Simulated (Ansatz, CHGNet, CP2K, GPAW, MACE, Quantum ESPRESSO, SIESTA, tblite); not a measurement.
# Random packing of Sn (61 atoms): atom by atom

The starting structure: 61 atoms (61 Sn) packed at random in a cube at 7.11 g/cm³ and pushed apart as soft spheres; a start for melting by ab initio MD, not an equilibrated structure. Then every atom was moved at random, 0.05 Å r.m.s. a Cartesian component.

Calculated values (Ansatz 0.2.0, Kohn-Sham DFT, PBE, PAW, plane waves; cutoff 420 eV, Γ point, fermi-dirac smearing of 0.05 eV; density 7.11 g/cm³) for the built cell with every atom moved at random.

Extended XYZ; positions in Å, forces in eV/Å, q the Löwdin charge in e:

```xyz
61
Lattice="11.914 0.000 0.000 0.000 11.914 0.000 0.000 0.000 11.914" Properties=species:S:1:pos:R:3:charge:R:1:forces:R:3 pbc="T T T"
Sn 11.627 1.693 0.022 0.03 -1.018 -0.917 1.700
Sn 5.331 0.032 1.098 0.04 0.986 -0.414 0.708
Sn 9.605 6.442 11.356 0.01 -1.505 1.162 -1.766
Sn 3.112 4.125 0.997 0.03 0.748 0.943 1.564
Sn 7.430 6.866 8.985 0.01 1.482 0.783 0.039
Sn 3.799 6.304 3.364 0.00 -1.380 0.777 1.019
Sn 4.738 3.759 6.313 0.04 0.091 0.519 1.319
Sn 2.201 0.680 6.252 0.02 2.223 1.165 -0.715
Sn 8.683 1.739 11.174 0.05 -1.051 0.217 1.671
Sn 5.376 1.707 4.262 0.05 -1.247 -0.626 -2.029
Sn 2.602 9.934 3.205 0.09 0.620 -0.378 -0.361
Sn 4.034 10.002 7.744 0.10 -1.681 2.117 1.967
Sn 4.074 10.758 10.426 -0.02 0.130 0.391 0.914
Sn 1.320 8.156 8.619 0.06 0.079 -0.861 -1.127
Sn 1.025 6.059 0.684 0.07 0.491 -1.978 -2.188
Sn 7.239 0.429 8.646 0.02 -0.487 -1.453 0.486
Sn 6.143 2.899 11.074 0.07 0.249 -0.424 -0.390
Sn 0.055 0.042 7.494 0.10 -0.840 -1.204 1.010
Sn 10.574 0.783 9.675 0.07 0.256 -1.594 -1.287
Sn 11.165 4.763 9.936 0.07 -0.316 0.128 -1.489
Sn 5.702 8.217 7.279 0.03 2.563 -1.506 2.038
Sn 7.241 4.210 4.506 0.06 0.081 0.116 0.850
Sn 8.146 9.758 5.055 0.03 0.342 1.457 0.487
Sn 0.390 2.987 2.368 0.04 1.988 -0.399 -1.026
Sn 3.660 1.897 11.409 0.04 0.169 -1.849 -1.338
Sn 1.345 3.424 10.978 0.03 0.535 1.183 -1.374
Sn 11.108 9.510 3.331 0.04 -1.489 1.119 3.900
Sn 3.653 6.631 9.358 -0.01 -0.758 -0.504 -1.497
Sn 2.454 11.682 1.142 0.05 1.274 0.898 -0.780
Sn 5.781 5.514 10.609 0.09 -0.068 0.142 -0.255
Sn 4.888 1.103 6.983 0.07 0.043 -0.862 1.968
Sn 7.579 0.730 5.410 0.05 0.327 -2.022 1.039
Sn 9.842 7.614 1.905 0.02 -2.163 1.595 0.182
Sn 7.944 2.054 2.933 0.04 0.407 -2.049 -2.684
Sn 2.403 3.629 8.435 0.03 0.403 0.566 -0.853
Sn 10.453 9.489 7.663 0.04 0.384 -0.518 -1.332
Sn 4.864 9.386 5.014 0.07 0.412 0.559 -2.468
Sn 10.337 0.303 5.053 0.05 0.159 -1.823 -1.086
Sn 0.417 10.202 10.224 0.06 -0.092 0.902 0.949
Sn 11.391 4.661 6.745 -0.02 0.711 -0.593 0.395
Sn 3.337 3.445 3.816 0.03 -1.704 0.099 -0.534
Sn 5.124 6.482 1.129 0.01 0.171 1.889 -0.749
Sn 7.554 10.091 0.169 0.07 -0.013 1.356 -0.316
Sn 2.369 5.938 5.823 0.09 -0.645 -0.320 1.178
Sn 2.127 9.910 5.840 0.03 -1.673 -1.047 0.243
Sn 0.482 6.593 3.331 0.07 0.679 -1.201 0.984
Sn 0.320 2.256 5.070 0.07 1.917 0.438 0.602
Sn 2.547 8.199 11.435 0.04 2.360 0.169 -1.262
Sn 9.389 1.865 7.290 0.01 1.445 0.939 -0.377
Sn 10.094 3.401 3.972 0.09 -1.306 1.633 0.908
Sn 8.762 9.725 9.737 0.03 -0.469 -0.139 0.059
Sn 0.709 8.641 1.301 0.08 0.543 0.058 -0.577
Sn 0.123 7.772 5.736 0.02 -0.685 0.644 1.274
Sn 9.273 6.445 6.866 0.06 -0.200 0.405 -0.122
Sn 6.712 8.719 2.252 0.02 -0.776 -0.185 1.192
Sn 10.375 5.039 1.670 0.04 -0.917 -2.432 0.321
Sn 5.679 6.277 5.540 0.10 -1.131 -0.310 -0.295
Sn 7.971 7.108 4.356 0.06 1.478 -0.771 -0.839
Sn 7.455 3.310 8.401 0.05 -1.084 2.080 0.506
Sn 6.769 4.339 1.506 0.03 1.248 -0.251 0.668
Sn 11.804 11.152 1.341 0.05 -2.296 2.182 -1.021
```

Only the Γ point is sampled, in a cell whose shortest periodic width is 12 Å, which is coarse for a cell with partly filled levels. Among metals, projection charges depend strongly on the orbitals used. The Löwdin charges lack the electrons that the projection spills, 0.045 e an atom on average.

The r.m.s. force component is 1.18 eV/Å; the longest force, 4.32 eV/Å, acts on Sn27.

[Logs are printed without paths, hosts, clocks, repeated set-up lines and the standing remarks that a program may print on its own settings, such as how far it seeks lower states.]

[Hosts, paths, dates, database ids (printed as entryN), source tags and the programs' standing remarks are cut or masked in the printed files.]
